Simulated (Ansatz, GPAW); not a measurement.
# Polarising Cl/Pt(100) with a field along the normal

The dipole of the cell at several fields, atoms fixed. What does the strongest field give, and what length does the slope stand for?

**Method.** GPAW 26.7.0, plane waves (400 eV), PAW setups, PBE, 6×6 mesh, a dipole layer in the vacuum; geometry relaxed without an applied field with Ansatz 0.2.0. The cell's area is 30.73 Å², and e/ε0 = 180.95 V Å.

The runs, one held back:

| field (V/Å) | dipole (e Å) |
| --- | --- |
| −0.2 | −0.2525 |
| −0.1 | −0.0917 |
| −0.05 | −0.0116 |
| 0.05 | 0.1490 |
| 0.1 | 0.2294 |
| 0.2 | 0.3902 |
| 0.3 | ? |

**Question.** What is the dipole at 0.3 V/Å?

**Working.** A line through the 6 points has the slope α = 1.606 e Å per V/Å and the intercept p₀ = 0.0688 e Å (r.m.s. residual 9.7e−05). At 0.3 V/Å it gives p = 0.0688 + 1.606 × 0.3 = 0.5507 e Å; the run gives 0.5511 e Å, so the response stays linear to 0.1 % of the induced part. Dividing by ε0 and the area: α/(ε0 A) = 1.606 × 180.95 / 30.73 = 9.46 Å, against 7.65 Å between the outer nuclei.

Caveats: This is the electronic response alone; ions that move would add to it in polar layers. No run was spin-polarised, so magnetic states weren't tested. Spin-orbit coupling is left out, which matters for the heavier atoms here.
